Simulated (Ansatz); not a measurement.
# Na on Ti(0001): change of the work function

How does one ordered layer of Na (fcc site) change the work function of Ti(0001), and what dipole does each adsorbate carry?

Main program and level: Ansatz 0.2.0; plane-wave DFT, PBE, Ansatz PAW.

## 1. Starting point

The cell holds 4 atoms: 4 Ti. Cell: a = 2.950 Å, b = 2.950 Å, c = 25.027 Å, α = 90.0°, β = 90.0°, γ = 60.0°. Vacuum lies along c.

## 2. The clean slab

The bare slab comes first, as the zero from which every change is counted. The two lowest layers are held at bulk places and the upper ones relax. The dipole correction removes the false field that a one-sided slab makes across the periodic vacuum, so each face gets a flat vacuum level of its own.

input.yaml reads:

```yaml
crystal:
  lattice:
    - [2.95, 0.0, 0.0]
    - [1.475, 2.5547749412, 0.0]
    - [0.0, 0.0, 25.0269]
  atoms:
    - { symbol: Ti, position: [0.6666666667, 0.6666666667, 0.3596130564] }
    - { symbol: Ti, position: [0.0, 0.0, 0.4532043521] }
    - { symbol: Ti, position: [0.6666666667, 0.6666666667, 0.5467956479] }
    - { symbol: Ti, position: [0.0, 0.0, 0.6403869436] }
kpoints:
  mp_grid: { grid: [12, 12, 1] }
hamiltonian:
  xc: pbe
scf:
  occupations: { method: fermi_dirac, width: 0.1 }
  convergence: { dr2_threshold: 1.0e-08 }
efield:
  axis: 3
  dipole_correction: true
  ramp_position: 0.97
  ramp_width: 0.06
relax:
  f_tol: 0.02
  max_steps: 60
  constraints: [{ sites: [0, 1] }]
output:
  write_potential: true
  write_density: true
  volumetric_format: npy
```

On the command line:

```bash
ansatz run input.yaml --threads 2 --pin off --max-ram 3072MiB --backend cpu --events-out ev --progress --plain --runs-dir out
```

Output:

```text
Engine: ansatz 0.2.0, aarch64-unknown-linux-gnu
Pseudopotentials: kind: paw
Pseudopotential: Ti, paw, valence charge 12, recommended cutoff 420 eV (normal), Ti.paw.azcp
Functional definition: PBE
  parameter kappa = 0.804
  parameter beta = 0.066725
  exchange = pbe_x(kappa = kappa, mu = beta*pi^2/3)
  correlation = pbe_c(beta = beta)
Crystal: 4 atoms, lattice volume = 188.617 Å³
Basis set: ecut = 420 eV, 3611 PW (Γ), exchange–correlation on 40×40×360 points (8 copies of the dense FFT grid, shifted against one another)
Bands: 29, of which v1, the nominal top of the filled ones, is band 24 counted from 1 (23 counted from 0)
Symmetry: 6 space group operations
k-points: 19 of 144 (time reversal used)
Non-local potential: Ti, projectors of the file, l = 0: 3, l = 1: 2, l = 2: 3, l = 3: 1
PAW form: soft (Blöchl's): semilocal exchange-correlation on the pseudo side does not see the compensation charge
PAW one-centre angular grid: Ti, 590 points (default); XC on 64 Gauss nodes
Initial density: superposition of atomic densities (neutral atoms: chi_scale 0, normalization atom), corrected by the library's trained network
Initial wavefunctions: pseudopotential atomic-orbital guess
Functional: x = pbe(κ = 0.804, μ = 0.219515), c = pbe(β = 0.066725)
SCF iter   1: F=—  HF=-9996.827743 eV  |F-HF|=—  |Δ(HF+E_count)|=         —  Δρ=6.22e-3  dr2=3.89e-1  ethr=1.77e-3  p=0.000 e·Å  D=5.72e-14 V/Å  ΔV_dip=-0.00 eV  dr2_dipole=9.47e-6  V_vac-E_F(+/−)=4.09/4.09 eV  ⟨swp⟩=7.0  Hψ=5629  notcnv=0
efield: sawtooth ramp at fractional position 0.9700 (set: `efield.ramp_position`, or a place that a band, a saddle search or an elastic batch's reference lends), width 0.0600; the density the first Hamiltonian is built on has a dipole p = 0.000 e·Å; the dipole correction subtracts the counter field D = 5.72e-14 V/Å, which shifts the + side's vacuum level by -0.00 eV against the − side's; the planar-averaged density in the ramp window peaks in size at 3.0e-5 e/Å³
automatic band count: the SCF goes on with 34 bands, as 29 were too few: the levels above may hold too much charge
preconditioner: auto → LDOS  [metal: Δε(μ)=0.033 eV  Ē_g=2.762 eV  σ=0.100 eV  W_gap=0.08  n_scr=16 (ndim 8)  ℏωp=10.8 eV  f_vac=0.550  D(μ)=8.41/eV (n_scr^D=88)  β→1.0]
SCF iter   2: F=—  HF=-9996.820566 eV  |F-HF|=—  |Δ(HF+E_count)|=   7.18e-3  Δρ=2.07e-3  dr2=1.66e-2  ethr=8.11e-4  p=-0.000 e·Å  D=-3.83e-5 V/Å  ΔV_dip=0.00 eV  dr2_dipole=2.48e-6  V_vac-E_F(+/−)=4.36/4.36 eV  ⟨swp⟩=1.9  Hψ=850  notcnv=0
SCF iter   3: F=—  HF=-9996.820324 eV  |F-HF|=—  |Δ(HF+E_count)|=   2.42e-4  Δρ=7.15e-4  dr2=2.59e-3  ethr=3.45e-5  p=-0.000 e·Å  D=-4.47e-5 V/Å  ΔV_dip=0.00 eV  dr2_dipole=9.89e-8  V_vac-E_F(+/−)=4.36/4.36 eV  ⟨swp⟩=2.1  Hψ=828  notcnv=0
SCF iter   4: F=—  HF=-9996.820197 eV  |F-HF|=—  |Δ(HF+E_count)|=   1.27e-4  Δρ=1.83e-4  dr2=7.43e-5  ethr=5.40e-6  p=-0.000 e·Å  D=-7.22e-6 V/Å  ΔV_dip=0.00 eV  dr2_dipole=6.11e-7  V_vac-E_F(+/−)=4.39/4.39 eV  ⟨swp⟩=2.0  Hψ=788  notcnv=0
SCF iter   5: F=—  HF=-9996.820290 eV  |F-HF|=—  |Δ(HF+E_count)|=   9.35e-5  Δρ=1.05e-4  dr2=4.27e-5  ethr=1.55e-7  p=-0.000 e·Å  D=-6.02e-6 V/Å  ΔV_dip=0.00 eV  dr2_dipole=2.12e-9  V_vac-E_F(+/−)=4.40/4.40 eV  ⟨swp⟩=3.4  Hψ=1270  notcnv=0
SCF iter   6: F=—  HF=-9996.820296 eV  |F-HF|=—  |Δ(HF+E_count)|=   6.05e-6  Δρ=3.45e-5  dr2=6.91e-6  ethr=8.90e-8  p=0.000 e·Å  D=5.34e-6 V/Å  ΔV_dip=-0.00 eV  dr2_dipole=2.20e-12  V_vac-E_F(+/−)=4.41/4.41 eV  ⟨swp⟩=2.2  Hψ=859  notcnv=0
SCF iter   7: F=—  HF=-9996.820326 eV  |F-HF|=—  |Δ(HF+E_count)|=   2.92e-5  Δρ=9.74e-6  dr2=2.33e-7  ethr=1.44e-8  p=0.000 e·Å  D=4.36e-6 V/Å  ΔV_dip=-0.00 eV  dr2_dipole=2.62e-10  V_vac-E_F(+/−)=4.41/4.41 eV  ⟨swp⟩=1.5  Hψ=662  notcnv=0
SCF iter   8: F=—  HF=-9996.820326 eV  |F-HF|=—  |Δ(HF+E_count)|=   3.10e-7  Δρ=4.97e-6  dr2=7.04e-8  ethr=4.84e-10  p=0.000 e·Å  D=3.41e-6 V/Å  ΔV_dip=-0.00 eV  dr2_dipole=9.53e-12  V_vac-E_F(+/−)=4.41/4.41 eV  ⟨swp⟩=3.1  Hψ=1275  notcnv=0
SCF iter   9: F=-9996.820326 eV  HF=-9996.820326 eV  |F-HF|=4.65e-9  |Δ(HF+E_count)|=   1.09e-8  Δρ=1.31e-6  dr2=3.16e-9  ethr=2.08e-11  p=0.000 e·Å  D=1.87e-6 V/Å  ΔV_dip=-0.00 eV  dr2_dipole=2.60e-11  V_vac-E_F(+/−)=4.41/4.41 eV  ⟨swp⟩=8.0  Hψ=4170  notcnv=0
SCF 1 converged in 9 iterations: F = -9996.820326 eV  dr2 = 3.16e-9
  greatest PAW one-centre occupation: 0.999 electrons in one spin orbital (limit 2), on the Ti atom at site 2 (counted from 0), in its partial waves of l = 0
relax step   1: F+E_penalty+E_count = -9996.82032589 eV  Δ(F+E_penalty+E_count) = +0.000e0 eV  max|allowed force component| = 6.136e-1 eV/Å  Δτ_max = 0.0000 Å  (9 SCF iters, accepted)
Bands: 34, of which v1, the nominal top of the filled ones, is band 24 counted from 1 (23 counted from 0)
Initial density: handed on by an earlier stage of this run
Initial wavefunctions: those handed on with the density
SCF iter   1: F=—  HF=-9997.020724 eV  |F-HF|=—  |Δ(HF+E_count)|=         —  Δρ=1.54e-2  dr2=3.23e0  ethr=3.10e-3  p=0.000 e·Å  D=6.91e-7 V/Å  ΔV_dip=-0.00 eV  dr2_dipole=2.03e-1  V_vac-E_F(+/−)=4.45/4.45 eV  ⟨swp⟩=4.8  Hψ=1854  notcnv=0
efield: sawtooth ramp at fractional position 0.9700 (set: `efield.ramp_position`, or a place that a band, a saddle search or an elastic batch's reference lends), width 0.0600; the density the first Hamiltonian is built on has a dipole p = 0.000 e·Å; the dipole correction subtracts the counter field D = 6.91e-7 V/Å, which shifts the + side's vacuum level by -0.00 eV against the − side's; the planar-averaged density in the ramp window peaks in size at 8.7e-6 e/Å³
preconditioner: auto → LDOS  [metal: Δε(μ)=0.006 eV  Ē_g=2.864 eV  σ=0.100 eV  W_gap=0.02  n_scr=16 (ndim 8)  ℏωp=10.8 eV  f_vac=0.560  D(μ)=7.32/eV (n_scr^D=62)  β→1.0]
SCF iter   2: F=—  HF=-9996.896706 eV  |F-HF|=—  |Δ(HF+E_count)|=   1.24e-1  Δρ=7.26e-3  dr2=5.18e-1  ethr=3.10e-3  p=0.018 e·Å  D=1.74e-2 V/Å  ΔV_dip=-0.44 eV  dr2_dipole=8.81e-2  V_vac-E_F(+/−)=4.00/4.43 eV  ⟨swp⟩=2.1  Hψ=1128  notcnv=0
SCF iter   3: F=—  HF=-9996.864922 eV  |F-HF|=—  |Δ(HF+E_count)|=   3.18e-2  Δρ=2.42e-3  dr2=6.44e-2  ethr=1.08e-3  p=0.007 e·Å  D=6.93e-3 V/Å  ΔV_dip=-0.17 eV  dr2_dipole=1.04e-2  V_vac-E_F(+/−)=4.26/4.43 eV  ⟨swp⟩=2.1  Hψ=988  notcnv=0
SCF iter   4: F=—  HF=-9996.859781 eV  |F-HF|=—  |Δ(HF+E_count)|=   5.14e-3  Δρ=9.85e-4  dr2=8.07e-3  ethr=1.34e-4  p=0.007 e·Å  D=6.69e-3 V/Å  ΔV_dip=-0.17 eV  dr2_dipole=2.47e-3  V_vac-E_F(+/−)=4.26/4.43 eV  ⟨swp⟩=2.1  Hψ=974  notcnv=0
SCF iter   5: F=—  HF=-9996.859575 eV  |F-HF|=—  |Δ(HF+E_count)|=   2.06e-4  Δρ=1.72e-4  dr2=9.56e-5  ethr=1.68e-5  p=0.006 e·Å  D=5.68e-3 V/Å  ΔV_dip=-0.14 eV  dr2_dipole=1.68e-5  V_vac-E_F(+/−)=4.29/4.43 eV  ⟨swp⟩=1.9  Hψ=759  notcnv=0
SCF iter   6: F=—  HF=-9996.859601 eV  |F-HF|=—  |Δ(HF+E_count)|=   2.58e-5  Δρ=9.00e-5  dr2=6.59e-5  ethr=1.99e-7  p=0.005 e·Å  D=5.13e-3 V/Å  ΔV_dip=-0.13 eV  dr2_dipole=5.10e-6  V_vac-E_F(+/−)=4.30/4.43 eV  ⟨swp⟩=2.3  Hψ=888  notcnv=0
SCF iter   7: F=—  HF=-9996.859611 eV  |F-HF|=—  |Δ(HF+E_count)|=   1.05e-5  Δρ=5.04e-5  dr2=8.15e-6  ethr=1.37e-7  p=0.005 e·Å  D=4.68e-3 V/Å  ΔV_dip=-0.12 eV  dr2_dipole=1.85e-6  V_vac-E_F(+/−)=4.31/4.43 eV  ⟨swp⟩=1.7  Hψ=678  notcnv=0
SCF iter   8: F=—  HF=-9996.859637 eV  |F-HF|=—  |Δ(HF+E_count)|=   2.62e-5  Δρ=1.65e-5  dr2=1.25e-6  ethr=1.70e-8  p=0.005 e·Å  D=4.37e-3 V/Å  ΔV_dip=-0.11 eV  dr2_dipole=3.60e-8  V_vac-E_F(+/−)=4.32/4.43 eV  ⟨swp⟩=2.5  Hψ=1023  notcnv=0
SCF iter   9: F=—  HF=-9996.859637 eV  |F-HF|=—  |Δ(HF+E_count)|=   1.30e-7  Δρ=6.35e-6  dr2=1.44e-7  ethr=2.60e-9  p=0.004 e·Å  D=4.27e-3 V/Å  ΔV_dip=-0.11 eV  dr2_dipole=6.42e-9  V_vac-E_F(+/−)=4.32/4.43 eV  ⟨swp⟩=2.1  Hψ=814  notcnv=0
SCF iter  10: F=—  HF=-9996.859637 eV  |F-HF|=—  |Δ(HF+E_count)|=   2.23e-8  Δρ=1.77e-6  dr2=1.73e-8  ethr=3.01e-10  p=0.004 e·Å  D=4.25e-3 V/Å  ΔV_dip=-0.11 eV  dr2_dipole=1.59e-9  V_vac-E_F(+/−)=4.32/4.43 eV  ⟨swp⟩=2.6  Hψ=940  notcnv=0
SCF iter  11: F=-9996.859637 eV  HF=-9996.859637 eV  |F-HF|=7.84e-10  |Δ(HF+E_count)|=   7.34e-9  Δρ=6.04e-7  dr2=2.42e-9  ethr=2.08e-11  p=0.004 e·Å  D=4.24e-3 V/Å  ΔV_dip=-0.11 eV  dr2_dipole=4.88e-10  V_vac-E_F(+/−)=4.32/4.43 eV  ⟨swp⟩=9.3  Hψ=3723  notcnv=0
SCF 2 converged in 11 iterations: F = -9996.859637 eV  dr2 = 2.42e-9
  greatest PAW one-centre occupation: 0.999 electrons in one spin orbital (limit 2), on the Ti atom at site 1 (counted from 0), in its partial waves of l = 0
relax step   2: F+E_penalty+E_count = -9996.85963750 eV  Δ(F+E_penalty+E_count) = -3.931e-2 eV  max|allowed force component| = 4.318e-1 eV/Å  Δτ_max = 0.1956 Å  (11 SCF iters, accepted)
iter 1 solved again at ethr=1.59e-3 eV; its pass at ethr=3.10e-3 eV (dr2=7.66e-1 eV) is discarded
SCF iter   1: F=—  HF=-9996.908492 eV  |F-HF|=—  |Δ(HF+E_count)|=         —  Δρ=7.69e-3  dr2=8.62e-1  ethr=1.59e-3  p=0.004 e·Å  D=4.24e-3 V/Å  ΔV_dip=-0.11 eV  dr2_dipole=4.10e-2  V_vac-E_F(+/−)=4.31/4.42 eV  ⟨swp⟩=1.0  Hψ=2302  notcnv=0
efield: sawtooth ramp at fractional position 0.9700 (set: `efield.ramp_position`, or a place that a band, a saddle search or an elastic batch's reference lends), width 0.0600; the density the first Hamiltonian is built on has a dipole p = 0.004 e·Å; the dipole correction subtracts the counter field D = 4.24e-3 V/Å, which shifts the + side's vacuum level by -0.11 eV against the − side's; the planar-averaged density in the ramp window peaks in size at 7.3e-6 e/Å³
preconditioner: auto → LDOS  [metal: Δε(μ)=0.012 eV  Ē_g=2.791 eV  σ=0.100 eV  W_gap=0.03  n_scr=16 (ndim 8)  ℏωp=10.8 eV  f_vac=0.555  D(μ)=7.84/eV (n_scr^D=74)  β→1.0]
SCF iter   2: F=—  HF=-9996.881422 eV  |F-HF|=—  |Δ(HF+E_count)|=   2.71e-2  Δρ=3.90e-3  dr2=1.36e-1  ethr=1.59e-3  p=-0.001 e·Å  D=-1.03e-3 V/Å  ΔV_dip=0.03 eV  dr2_dipole=2.98e-5  V_vac-E_F(+/−)=4.46/4.44 eV  ⟨swp⟩=2.1  Hψ=803  notcnv=0
SCF iter   3: F=—  HF=-9996.876839 eV  |F-HF|=—  |Δ(HF+E_count)|=   4.58e-3  Δρ=1.02e-3  dr2=7.96e-3  ethr=2.84e-4  p=0.001 e·Å  D=1.33e-3 V/Å  ΔV_dip=-0.03 eV  dr2_dipole=4.47e-4  V_vac-E_F(+/−)=4.39/4.43 eV  ⟨swp⟩=2.0  Hψ=893  notcnv=0
SCF iter   4: F=—  HF=-9996.876299 eV  |F-HF|=—  |Δ(HF+E_count)|=   5.40e-4  Δρ=2.15e-4  dr2=1.88e-4  ethr=1.66e-5  p=0.001 e·Å  D=1.32e-3 V/Å  ΔV_dip=-0.03 eV  dr2_dipole=4.33e-5  V_vac-E_F(+/−)=4.39/4.43 eV  ⟨swp⟩=2.0  Hψ=779  notcnv=0
SCF iter   5: F=—  HF=-9996.876315 eV  |F-HF|=—  |Δ(HF+E_count)|=   1.63e-5  Δρ=8.59e-5  dr2=4.19e-5  ethr=3.92e-7  p=0.002 e·Å  D=1.54e-3 V/Å  ΔV_dip=-0.04 eV  dr2_dipole=6.01e-6  V_vac-E_F(+/−)=4.39/4.42 eV  ⟨swp⟩=2.3  Hψ=962  notcnv=0
SCF iter   6: F=—  HF=-9996.876356 eV  |F-HF|=—  |Δ(HF+E_count)|=   4.07e-5  Δρ=3.19e-5  dr2=6.27e-6  ethr=8.73e-8  p=0.002 e·Å  D=1.75e-3 V/Å  ΔV_dip=-0.04 eV  dr2_dipole=2.45e-7  V_vac-E_F(+/−)=4.38/4.42 eV  ⟨swp⟩=2.0  Hψ=789  notcnv=0
SCF iter   7: F=—  HF=-9996.876383 eV  |F-HF|=—  |Δ(HF+E_count)|=   2.76e-5  Δρ=1.32e-5  dr2=9.85e-7  ethr=1.31e-8  p=0.002 e·Å  D=1.88e-3 V/Å  ΔV_dip=-0.05 eV  dr2_dipole=1.34e-7  V_vac-E_F(+/−)=4.38/4.42 eV  ⟨swp⟩=2.1  Hψ=797  notcnv=0
SCF iter   8: F=—  HF=-9996.876384 eV  |F-HF|=—  |Δ(HF+E_count)|=   1.86e-7  Δρ=5.15e-6  dr2=2.28e-7  ethr=2.05e-9  p=0.002 e·Å  D=1.96e-3 V/Å  ΔV_dip=-0.05 eV  dr2_dipole=1.82e-8  V_vac-E_F(+/−)=4.37/4.42 eV  ⟨swp⟩=2.0  Hψ=828  notcnv=0
SCF iter   9: F=-9996.876384 eV  HF=-9996.876384 eV  |F-HF|=6.03e-9  |Δ(HF+E_count)|=   1.34e-8  Δρ=1.62e-6  dr2=7.64e-9  ethr=2.08e-11  p=0.002 e·Å  D=1.99e-3 V/Å  ΔV_dip=-0.05 eV  dr2_dipole=3.61e-10  V_vac-E_F(+/−)=4.37/4.42 eV  ⟨swp⟩=8.6  Hψ=4602  notcnv=0
SCF 3 converged in 9 iterations: F = -9996.876384 eV  dr2 = 7.64e-9
relax step   3: F+E_penalty+E_count = -9996.87638356 eV  Δ(F+E_penalty+E_count) = -1.675e-2 eV  max|allowed force component| = 1.190e-2 eV/Å  Δτ_max = 0.0899 Å  (9 SCF iters, accepted)
NSCF: frozen V_eff on 19 k-points
the band table was solved once a step of the walk had ended and its energy, with any forces and stress, was formed, with the checks that follow a solve (2895 applications of the Hamiltonian). They found nothing against the state; the energy, forces and stress were not computed again (output.eigenvalues in the input reference)
WARN: The input density's exchange-correlation potential varies sharply where the density is thin. Do not read a vacuum level from v_tot or v_xc, or from such a field of the output density. On a cell that repeats whose density bears no net charge and no dipole along the vacuum's axis use v_es (v_loc + v_h of the components); under efield.dipole_correction with no amplitude use v_es + v_field, which holds any external [...]
SCF converged after 9 iterations
Free energy (F): -9996.876384 eV
Harris-Foulkes:  -9996.876384 eV  (|F-HF|=6.03e-9)
Internal energy: -9996.623465 eV  (E = F + TS)
E sigma→0 (E₀):  -9996.749924 eV
Entropy (-TS):   -0.252919 eV (-63.230 meV/atom)
Fermi energy:    2.290332 eV
Dipole field:    D = 0.002017 V/Å  (p = 0.002103 e·Å, saw-weighted, corrected)
Work function:   Φ+ = 4.3729 eV   Φ− = 4.4234 eV
Levels:          The Fermi level and band energies are counted from a zero that moves with the ramp; work functions are not
--- Per-component energies (eV) ---
  E_band       = -1160.708068
  E_kinetic    = 1085.706679
  E_local      = -50168.130877  (includes V_loc(G=0)·N_el)
  E_nonlocal   = 34.277154
  E_hartree    = 24527.751138
  E_xc         = -386.964371
  E_vxc        = -483.802244  (∫ρ·V_xc dr)
  E_paw        = -4190.770095  (= ΣΔE_a)
  E_vpaw       = -684.249598  (= ΣTr[D̂ρ^β])
  E_aug_tail   = 0.000492  (compensation charges beyond the density's cutoff)
  E_efield     = 0.000002  (sawtooth field / dipole correction)
  E_vefield    = 0.000915  (∫n·V_field dr)
  E_ewald      = 19101.506413
  E_smearing   = -0.252919  (= −TS)
  E_closure    = -0.000000  (closes the sum)
  Σ components = -9996.876384   (vs F -9996.876384, Δ=0.00e0)
--- Forces (eV/Å), atoms counted from 1 ---
  atom   1  Ti    -0.00000000     0.00000000     0.60717111
  atom   2  Ti     0.00000000    -0.00000000    -0.58698482
  atom   3  Ti     0.00000000     0.00000000    -0.00824489
  atom   4  Ti     0.00000000    -0.00000000    -0.01190267
  max |Σ_I F_I| component: 3.87e-5 eV/Å
--- Band table (eV; the first three rows and the last of 19) ---
  k-point 0: bands = [... 20 lower, 2.0512, 2.2819, 2.7160, 2.7943, 2.9364, 2.9364, 3.0094, 3.0094, ... 6 higher]
  k-point 1: bands = [... 20 lower, 1.9894, 2.2496, 2.5399, 2.6448, 2.8456, 2.9373, 3.0405, 3.0898, ... 6 higher]
  k-point 2: bands = [... 20 lower, 1.7486, 2.0197, 2.1514, 2.4575, 2.5617, 2.7274, 3.0024, 3.2370, ... 6 higher]
  k-point 18: bands = [... 20 lower, 1.1279, 1.5089, 1.5929, 2.2386, 2.2466, 2.3803, 2.4174, 2.5706, ... 6 higher]
--- Relaxed structure (3 steps of the walk, 3 accepted, 0 SCFs on fresh bases) ---
  F+E_penalty+E_count = -9996.87638356 eV   max|allowed force component| = 1.190e-2 eV/Å
  atoms:
    - { symbol: Ti, position: [0.666667, 0.666667, 0.3596130564] }
    - { symbol: Ti, position: [0.0, 0.0, 0.4532043521] }
    - { symbol: Ti, position: [0.666667, 0.666667, 0.549513] }
    - { symbol: Ti, position: [0, 0, 0.636167] }
```

It took 19 s on 2 threads of Arm Neoverse V1, shared host; peak memory 0.43 GiB.

The steps of the relaxation:

| step | energy less that of the first step (eV) | largest force component (eV/Å) |
| --- | --- | --- |
| 1 | 0.0000 | 0.6136 |
| 2 | -0.0393 | 0.4318 |
| 3 | -0.0561 | 0.0119 |

Forces are held to the 6 operations that the program found; a distortion that breaks them can't arise in this run.

The atoms that moved most (Å):

| atom | dx | dy | dz | length |
| --- | --- | --- | --- | --- |
| Ti4 | 0.000 | 0.000 | -0.106 | 0.106 |
| Ti3 | 0.000 | 0.000 | 0.068 | 0.068 |

The relaxed structure:

```xyz
4
Lattice="2.9500 0.0000 0.0000 1.4750 2.5548 0.0000 0.0000 0.0000 25.0269" Properties=species:S:1:pos:R:3
Ti    2.9500    1.7032    9.0000
Ti    0.0000    0.0000   11.3423
Ti    2.9500    1.7032   13.7526
Ti    0.0000    0.0000   15.9213
```

This step gave:

```yaml
energy_at_zero_smearing: -9996.7499 eV
work_function_upper_face: 4.373 eV
work_function_lower_face: 4.423 eV
dipole_along_the_normal: 0.002103 e·Å
step_between_the_vacuum_levels: -0.05049 eV
```

Running mean over 2.342 Å of the planar mean; the ramp of the sawtooth is left out. The electron's electrostatic potential energy less the Fermi level by z:

| z (Å) | electron's electrostatic potential energy less the Fermi level (eV) |
| --- | --- |
| 4 | 4.42 |
| 5 | 4.40 |
| 6 | 4.24 |
| 7 | 2.89 |
| 8 | -3.13 |
| 9 | -6.74 |
| 10 | -6.59 |
| 11 | -6.58 |
| 12 | -6.38 |
| 13 | -6.32 |
| 14 | -6.94 |
| 15 | -7.68 |
| 16 | -6.81 |
| 17 | -2.61 |
| 18 | 3.07 |
| 19 | 4.22 |
| 20 | 4.36 |
| 21 | 4.37 |

The relaxation took 3 steps and lowered the energy by 0.056 eV; the largest force on the free atoms ends at 0.012 eV/Å.

The work function of the upper face is 4.37 eV.

(Continued in part 2 of 2.)

[Long decimals in the printed logs are rounded to 6 places.]

[Logs are printed without paths, hosts, clocks, repeated set-up lines and the standing remarks that a program may print on its own settings, such as how far it seeks lower states.]

[Hosts, paths, dates, database ids (printed as entryN), source tags and the programs' standing remarks are cut or masked in the printed files.]

[Maps of the electrostatic potential energy from Ansatz leave out the sawtooth potential of an applied field or a dipole correction, so their vacuum need not be flat; planar profiles and work functions include it.]
